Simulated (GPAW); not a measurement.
**Ballistic transport through a Pt chain with a Sn atom on top of one atom, from relaxation to T(E)**

How well does a Pt chain with a Sn atom on top of one atom conduct once its atoms have relaxed, and how much do cheaper levels lose?

Method: GPAW LCAO, PAW setups; relaxation of the junction within the symmetry of its start, lead ends held, in the first sound run; inputs show where later runs differ, in GPAW 26.7.0.

## Step 1: The structure

The cell holds 18 atoms: 17 Pt and 1 Sn. Cell: a = 9.000 Å, b = 9.000 Å, c = 40.800 Å, α = 90.0°, β = 90.0°, γ = 90.0°. Regions: left lead, 8 atoms (8 Pt); channel, 2 atoms (1 Pt and 1 Sn); right lead, 8 atoms (8 Pt). Vacuum lies along a and b. The structure is stacked along c, and the current runs across the ab planes.

## Step 2: Relaxation

Transmission follows bond lengths closely, so the atoms between the held lead ends are relaxed first, within whatever symmetry the start has.

run.py

```python
import json
from ase import Atoms
from ase.constraints import FixAtoms
from ase.optimize import BFGS
from gpaw import GPAW, FermiDirac

device = Atoms(
    ['Pt', 'Pt', 'Pt', 'Pt', 'Pt', 'Pt', 'Pt', 'Pt', 'Pt', 'Sn', 'Pt', 'Pt', 'Pt', 'Pt', 'Pt', 'Pt', 'Pt', 'Pt'],
    positions=[
        [4.50000, 4.50000, 1.20000],
        [4.50000, 4.50000, 3.60000],
        [4.50000, 4.50000, 6.00000],
        [4.50000, 4.50000, 8.40000],
        [4.50000, 4.50000, 10.80000],
        [4.50000, 4.50000, 13.20000],
        [4.50000, 4.50000, 15.60000],
        [4.50000, 4.50000, 18.00000],
        [4.50000, 4.50000, 20.40000],
        [6.94620, 4.50000, 20.40000],
        [4.50000, 4.50000, 22.80000],
        [4.50000, 4.50000, 25.20000],
        [4.50000, 4.50000, 27.60000],
        [4.50000, 4.50000, 30.00000],
        [4.50000, 4.50000, 32.40000],
        [4.50000, 4.50000, 34.80000],
        [4.50000, 4.50000, 37.20000],
        [4.50000, 4.50000, 39.60000]],
    cell=[[9.0, 0.0, 0.0], [0.0, 9.0, 0.0], [0.0, 0.0, 40.8]],
    pbc=True)

device.set_constraint(FixAtoms([0, 1, 2, 3, 4, 5, 6, 11, 12, 13, 14, 15, 16, 17]))
device.calc = GPAW(mode='lcao', basis='dzp', xc='PBE', h=0.18,
                   kpts={'size': (1, 1, 2), 'gamma': True},
                   symmetry={'tolerance': 1e-3, 'extra_ids': [1, 1, 1, 1, 1, 1, 1, 0, 0, 0, 0, 1, 1, 1, 1, 1, 1, 1]},
                   occupations=FermiDirac(0.1), maxiter=250,
                   mixer=dict(beta=0.1, nmaxold=8, weight=100.0),
                   convergence=dict(density=0.0001), txt='relax.txt')
path = []
opt = BFGS(device, maxstep=0.15)
opt.attach(lambda: path.append((device.get_potential_energy(), device.positions.tolist(), device.get_forces().tolist())))
relaxed = bool(opt.run(fmax=0.05, steps=50))
json.dump(dict(relaxed=relaxed, path=path, positions=device.positions.tolist(), moments=device.get_magnetic_moments().tolist(),
               forces=device.get_forces(apply_constraint=False).tolist()), open('result.json', 'w'))
```

Started as:

```console
OMP_NUM_THREADS=1 OPENBLAS_NUM_THREADS=1 python run.py
```

The log of the run:

```text
Step          Energy          fmax
BFGS:    0      -54.970165        1.139151
BFGS:    1      -55.008575        0.887800
BFGS:    2      -55.088308        0.937447
BFGS:    3      -55.165397        1.650238
BFGS:    4      -55.332759        2.942956
BFGS:    5      -55.507554        3.597223
BFGS:    6      -55.777278        3.093671
BFGS:    7      -56.241412        1.689650
BFGS:    8      -56.439644        0.790308
BFGS:    9      -56.459282        0.195485
BFGS:   10      -56.461402        0.134456
BFGS:   11      -56.462481        0.118868
BFGS:   12      -56.455048        0.269669
BFGS:   13      -56.463518        0.053127
BFGS:   14      -56.463646        0.045013
```

Wall time 26 min (1 thread of Arm Neoverse V2, shared host); peak memory 2.1 GiB.

Relaxation path:

```
step  energy less that of the first step (eV)  largest force (eV/Å)
   1                                   0.0000                1.1392
   2                                  -0.0392                0.8878
   3                                  -0.1211                0.9374
   4                                  -0.1988                1.6502
   5                                  -0.3597                2.9430
   6                                  -0.5235                3.5972
   7                                  -0.7818                3.0937
   8                                  -1.2380                1.6897
   9                                  -1.4355                0.7903
  10                                  -1.4515                0.1955
  11                                  -1.4543                0.1345
  12                                  -1.4554                0.1189
  13                                  -1.4470                0.2697
  14                                  -1.4556                0.0531
  15                                  -1.4558                0.0450
```

The atoms that moved most (Å):

```
atom      dx     dy      dz  length
 Pt9  -0.529  0.000   0.000   0.529
 Pt8   0.506  0.000   0.084   0.513
Pt11   0.506  0.000  -0.084   0.513
Sn10  -0.392  0.000   0.000   0.392
```

The relaxation lowered the energy of the cell by 1.46 eV (energies extrapolated to zero smearing; the optimiser's log prints free energies). The largest force left on a free atom is 0.045 eV/Å.

## Step 3: Double-zeta polarised basis

The script solves lead and junction separately, takes H and S in the orbital basis, and joins semi-infinite leads through their self-energies; the dzp basis is the working standard.

This step: GPAW LCAO, PAW setups; Landauer transmission from Green's functions with principal layers (ASE), zero bias (GPAW 26.7.0).

run.py

```python
import json
import numpy as np
from ase import Atoms
from ase.transport.calculators import TransportCalculator
from gpaw import GPAW, FermiDirac
from gpaw.lcao.tools import get_lcao_hamiltonian
from scipy.linalg import eigh

# The junction with lead layers at both ends, along the third cell vector
device = Atoms(
    ['Pt', 'Pt', 'Pt', 'Pt', 'Pt', 'Pt', 'Pt', 'Pt', 'Pt', 'Sn', 'Pt', 'Pt', 'Pt', 'Pt', 'Pt', 'Pt', 'Pt', 'Pt'],
    positions=[
        [4.50000, 4.50000, 1.20000],
        [4.50000, 4.50000, 3.60000],
        [4.50000, 4.50000, 6.00000],
        [4.50000, 4.50000, 8.40000],
        [4.50000, 4.50000, 10.80000],
        [4.50000, 4.50000, 13.20000],
        [4.50000, 4.50000, 15.60000],
        [5.00628, 4.50000, 18.08356],
        [3.97065, 4.50000, 20.40000],
        [6.55403, 4.50000, 20.40000],
        [5.00628, 4.50000, 22.71644],
        [4.50000, 4.50000, 25.20000],
        [4.50000, 4.50000, 27.60000],
        [4.50000, 4.50000, 30.00000],
        [4.50000, 4.50000, 32.40000],
        [4.50000, 4.50000, 34.80000],
        [4.50000, 4.50000, 37.20000],
        [4.50000, 4.50000, 39.60000]],
    cell=[[9.0, 0.0, 0.0], [0.0, 9.0, 0.0], [0.0, 0.0, 40.8]],
    pbc=True)

# One principal layer of the lead: the first 5 atoms of the device
lead = Atoms(
    ['Pt', 'Pt', 'Pt', 'Pt', 'Pt'],
    positions=[
        [4.50000, 4.50000, 1.20000],
        [4.50000, 4.50000, 3.60000],
        [4.50000, 4.50000, 6.00000],
        [4.50000, 4.50000, 8.40000],
        [4.50000, 4.50000, 10.80000]],
    cell=[[9.0, 0.0, 0.0], [0.0, 9.0, 0.0], [0.0, 0.0, 12.0]],
    pbc=True)

settings = dict(mode='lcao', basis='dzp', xc='PBE', h=0.2,
                occupations=FermiDirac(0.1), maxiter=250,
                mixer=dict(beta=0.1, nmaxold=8, weight=100.0),
                convergence=dict(density=0.0001))
energies = np.arange(-2, 2 + 1e-9, 0.025)
eta = 0.0001
n1, n2 = 1, 1
# k and -k transmit alike, so half of the mesh across the current serves
mesh = [(i, j) for i in range(n1) for j in range(n2) if (i, j) <= (-i % n1, -j % n2)]
weights = np.array([1 if (i, j) == (-i % n1, -j % n2) else 2 for i, j in mesh]) / (n1 * n2)

# [... helper functions left out ...]
fermi_lead = ground_state(lead, (1, 1, 10), 'lead.txt')
fermi_device = ground_state(device, (1, 1, 2), 'device.txt')
# [... loop over the mesh left out, but for ...]
        # Shift the lead onto the potential of the device's first layer
        shift = ((H[:, 0, 0] - H0[:, 0, 0]) / S0[0, 0]).real.mean()
# [...]
kT = 8.617333e-5 * 300
bias = [0.1, 0.2, 0.5, 1.0, 1.5, 2.0]
# [... integrals and printing left out ...]
```

The log of the run:

```text
basis functions: device 482, principal layer 135
Fermi level: lead -4.5367 eV, device -4.2894 eV; lead shifted by -0.0009 eV
largest coupling past the next layer 8.09e-06 eV, largest misfit of the first layer 0.152 eV
  E-E_F (eV)   T (one spin)  [channel counts left out]
    -2.000    9.2362e-01
    -1.975    9.2172e-01
    -1.950    9.2092e-01
    -1.925    9.2113e-01
    -1.900    9.2227e-01
    -1.875    9.2427e-01
    -1.850    9.2705e-01
    -1.825    9.3052e-01
    -1.800    9.3461e-01
    -1.775    9.3921e-01
    -1.750    9.4418e-01
    -1.725    9.4935e-01
    -1.700    9.5444e-01
    -1.675    9.5905e-01
    -1.650    9.6250e-01
    -1.625    9.6368e-01
[...]
1.825    3.6765e-01
     1.850    3.5103e-01
     1.875    3.3435e-01
     1.900    3.1766e-01
     1.925    3.0101e-01
     1.950    2.8444e-01
     1.975    2.6800e-01
     2.000    2.5175e-01
conductance at 300 K: 2.2077 G0 a cell; thermopower 8.828 uV/K
current from the zero-bias T(E) at 0.1 V: 17.111 uA
current from the zero-bias T(E) at 0.2 V: 34.229 uA
current from the zero-bias T(E) at 0.5 V: 83.063 uA
current from the zero-bias T(E) at 1.0 V: 164.12 uA
current from the zero-bias T(E) at 1.5 V: 246.27 uA
current from the zero-bias T(E) at 2.0 V: 315.17 uA
```

Run time: 3.8 min. Hardware: 1 thread; peak memory 1.6 GiB.

Numbers from this step:

| Quantity | Value |
| --- | --- |
| conductance | 2.208 G₀ |
| thermopower | 8.828 μV/K |
| largest coupling past the next principal layer | 8.09e-6 eV |
| largest misfit of the first principal layer | 0.1517 eV |
| shift that aligns the lead | -8.53e-4 eV |
| basis functions of the junction | 482 |
| basis functions of a principal layer | 135 |
| transmission at the Fermi level (one spin) | 2.205 |

One spin. Transmission, zone mean against energy, zero at the Fermi level:

```
energy (eV)  transmission, zone mean
     -2.000                    0.924
     -1.900                    0.922
     -1.800                    0.935
     -1.700                    0.954
     -1.600                    0.963
     -1.500                     1.95
     -1.400                     1.71
     -1.300                     1.74
     -1.200                     1.90
     -1.100                     2.19
     -1.050                     2.88
     -1.000                     2.61
     -0.900                     2.66
     -0.800                     2.97
     -0.700                     3.08
     -0.600                     3.15
     -0.525                     3.18
     -0.500                     3.15
     -0.400                     2.97
     -0.300                     2.17
     -0.200                     2.50
     -0.150                     2.57
     -0.100                     2.49
      0.000                     2.20
      0.100                     1.95
      0.200                     1.74
      0.300                     1.57
      0.400                     1.43
      0.500                     1.32
      0.600                     1.20
      0.700                     1.01
      0.800                    0.791
      0.900                    0.770
      1.000                    0.747
      1.100                    0.721
      1.200                    0.690
      1.300                    0.653
      1.400                    0.611
      1.500                    0.563
      1.600                    0.509
      1.700                    0.449
      1.800                    0.384
      1.900                    0.318
      2.000                    0.252
```

Not self-consistent under bias; the bias window is split evenly. Table of current through one cell, from the zero-bias transmission by bias:

```
bias (V)  current through one cell, from the zero-bias transmission (μA)
   0.100                                                            17.1
   0.200                                                            34.2
   0.500                                                            83.1
   1.000                                                             164
   1.500                                                             246
   2.000                                                             315
```

The transmission of the three most open eigenchannels by energy, zero at the Fermi level:

```
energy (eV)  channel 1  channel 2  channel 3
     -2.000      0.871     0.0525     4.5e-4
     -1.900      0.868     0.0533     5.5e-4
     -1.800      0.874     0.0568    0.00338
     -1.700      0.886     0.0623    0.00609
     -1.600      0.894     0.0688     3.5e-4
     -1.500      0.974      0.844     0.0735
     -1.400      0.996      0.544     0.0999
     -1.300      0.978      0.557      0.154
     -1.200      0.985      0.287      0.284
     -1.100      0.995      0.437      0.431
     -1.000      0.958      0.606      0.585
     -0.900      0.868      0.738      0.478
     -0.800      0.807      0.777      0.684
     -0.700      0.923      0.812      0.781
     -0.600      0.948      0.944      0.866
     -0.500      0.992      0.992      0.937
     -0.400      0.986      0.933      0.875
     -0.300      0.842      0.624      0.595
     -0.200      0.995      0.842      0.638
     -0.100      0.988      0.969      0.506
      0.000      0.978      0.777      0.425
      0.100      0.972      0.601      0.361
      0.200      0.971      0.461      0.303
      0.300      0.969      0.347      0.250
      0.400      0.978      0.254      0.200
      0.500      0.993      0.176      0.153
      0.600      0.997      0.104      0.102
      0.700      0.948     0.0329     0.0250
      0.800      0.791     5.1e-7    2.5e-10
      0.900      0.770     5.1e-7    5.9e-12
      1.000      0.747     5.1e-7          0
      1.100      0.721     5.2e-7          0
      1.200      0.690     5.2e-7          0
      1.300      0.653     5.3e-7    5.8e-12
      1.400      0.611     5.3e-7          0
      1.500      0.563     5.4e-7          0
      1.600      0.509     5.4e-7          0
      1.700      0.449     5.4e-7          0
      1.800      0.384     5.5e-7          0
      1.900      0.318     5.5e-7          0
      2.000      0.252     5.5e-7          0
```

Couplings past the next layer reach 8.1e-6 eV, small enough to drop; the matrix elements of the cell's first layer differ from the bulk lead's by up to 0.15 eV. That layer keeps its own values in the calculation, and only beyond it is the lead taken as perfect. The Fermi levels of lead and junction count from different zeros of potential, one for each periodic cell; with both set to zero, the small remaining shift is what aligns them. Without spin-orbit coupling, which is large for these atoms, channel counts and T are those of the scalar-relativistic bands. By hand: G = 2.208 × 77.48 μS = 171 μS, a resistance of 5.85 kΩ; at 0.1 V a linear junction would pass 17.1 μA, and the integral over the bias window gives 17.1 μA. Mott's formula, S = -(π²/3)(k_B²T/e) d ln T/dE, has the prefactor 7.33 μV/K·eV at 300 K; T = 2.276 at -0.025 eV and 2.136 at 0.025 eV give a slope of -1.27 per eV and S = 9.28 μV/K, beside 8.83 μV/K from the thermal integral, which interpolates the same grid.

## Step 4: GPAW, szp: basis = "szp(dzp)"

The second zeta is dropped, the polarisation orbitals stay.

Changes to run.py since step 3:

```diff
@@ -45,3 +45,3 @@
 
-settings = dict(mode='lcao', basis='dzp', xc='PBE', h=0.2,
+settings = dict(mode='lcao', basis='szp(dzp)', xc='PBE', h=0.2,
                 occupations=FermiDirac(0.1), maxiter=250,
```

The log of the run:

```text
basis functions: device 269, principal layer 75
Fermi level: lead -4.6629 eV, device -4.4006 eV; lead shifted by -0.0029 eV
largest coupling past the next layer 8.13e-06 eV, largest misfit of the first layer 0.137 eV
  E-E_F (eV)   T (one spin)  [channel counts left out]
    -2.000    9.1285e-01
    -1.975    9.1087e-01
    -1.950    9.0992e-01
    -1.925    9.0994e-01
    -1.900    9.1083e-01
    -1.875    9.1253e-01
    -1.850    9.1498e-01
    -1.825    9.1811e-01
    -1.800    9.2185e-01
    -1.775    9.2613e-01
    -1.750    9.3086e-01
    -1.725    9.3595e-01
    -1.700    9.4126e-01
    -1.675    9.4663e-01
    -1.650    9.5181e-01
    -1.625    9.5644e-01
[...]
1.825    3.4534e-01
     1.850    3.2915e-01
     1.875    3.1296e-01
     1.900    2.9683e-01
     1.925    2.8080e-01
     1.950    2.6491e-01
     1.975    2.4920e-01
     2.000    2.3372e-01
conductance at 300 K: 2.2021 G0 a cell; thermopower 9.291 uV/K
current from the zero-bias T(E) at 0.1 V: 17.068 uA
current from the zero-bias T(E) at 0.2 V: 34.152 uA
current from the zero-bias T(E) at 0.5 V: 83.057 uA
current from the zero-bias T(E) at 1.0 V: 163.18 uA
current from the zero-bias T(E) at 1.5 V: 244.11 uA
current from the zero-bias T(E) at 2.0 V: 311.26 uA
```

It took 1.8 min on 1 thread; peak memory 1.5 GiB.

This step gave:

```
conductance                                    : 2.202 G₀
thermopower                                    : 9.291 μV/K
largest coupling past the next principal layer : 8.13e-6 eV
largest misfit of the first principal layer    : 0.1374 eV
shift that aligns the lead                     : -0.002941 eV
basis functions of the junction                : 269
basis functions of a principal layer           : 75
transmission at the Fermi level (one spin)     : 2.199
```

One spin. The transmission, zone mean by energy, zero at the Fermi level:

```
energy (eV)  transmission, zone mean
     -2.000                    0.913
     -1.800                    0.922
     -1.600                    0.960
     -1.400                     1.70
     -1.225                     2.12
     -1.200                     1.93
     -1.025                     2.83
     -1.000                     2.66
     -0.800                     2.90
     -0.600                     3.18
     -0.550                     3.21
     -0.400                     2.98
     -0.200                     2.54
     -0.150                     2.59
      0.000                     2.20
      0.200                     1.71
      0.400                     1.39
      0.600                     1.14
      0.800                    0.794
      1.000                    0.741
      1.200                    0.676
      1.400                    0.592
      1.600                    0.486
      1.800                    0.362
      2.000                    0.234
```

Not self-consistent under bias; the bias window is split evenly. The current through one cell, from the zero-bias transmission by bias:

```
bias (V)  current through one cell, from the zero-bias transmission (μA)
   0.100                                                            17.1
   0.200                                                            34.2
   0.500                                                            83.1
   1.000                                                             163
   1.500                                                             244
   2.000                                                             311
```

Table of transmission of the three most open eigenchannels by energy, zero at the Fermi level:

```
energy (eV)  channel 1  channel 2  channel 3
     -2.000      0.865     0.0467     8.3e-4
     -1.900      0.864     0.0468     2.0e-4
     -1.800      0.870     0.0489    0.00251
     -1.700      0.882     0.0525    0.00627
     -1.600      0.895     0.0562    0.00821
     -1.500      0.855     0.0576     0.0461
     -1.400      0.995      0.574     0.0822
     -1.300      0.995      0.408      0.130
     -1.200      0.939      0.477      0.252
     -1.100      0.998      0.392      0.307
     -1.000      0.972      0.736      0.579
     -0.900      0.893      0.737      0.441
     -0.800      0.811      0.761      0.674
     -0.700      0.900      0.815      0.782
     -0.600      0.946      0.944      0.883
     -0.500      0.994      0.986      0.945
     -0.400      0.982      0.921      0.891
     -0.300      0.870      0.505      0.496
     -0.200      0.996      0.846      0.677
     -0.100      0.983      0.967      0.524
      0.000      0.972      0.771      0.432
      0.100      0.966      0.591      0.360
      0.200      0.965      0.445      0.295
      0.300      0.961      0.324      0.236
      0.400      0.979      0.226      0.183
      0.500      0.995      0.146      0.133
      0.600      0.994     0.0759     0.0707
      0.700      0.821     6.5e-8     1.0e-8
      0.800      0.794     6.5e-8    2.5e-11
      0.900      0.768     6.6e-8    1.2e-12
      1.000      0.741     6.6e-8          0
      1.100      0.711     6.7e-8          0
      1.200      0.676     6.7e-8          0
      1.300      0.637     6.7e-8          0
      1.400      0.592     6.7e-8          0
      1.500      0.542     6.7e-8          0
      1.600      0.486     6.8e-8          0
      1.700      0.425     6.8e-8          0
      1.800      0.362     6.7e-8          0
      1.900      0.297     6.7e-8          0
      2.000      0.234     6.6e-8          0
```

The conductance, 2.20 G₀, lies 0.3 % below that of the dzp run.

(Part 1 of 2 ends here.)

[Logs are printed without paths, hosts, clocks, repeated set-up lines and the standing remarks that a program may print on its own settings, such as how far it seeks lower states.]

[Hosts, paths, dates, database ids (printed as entryN), source tags and the programs' standing remarks are cut or masked in the printed files.]
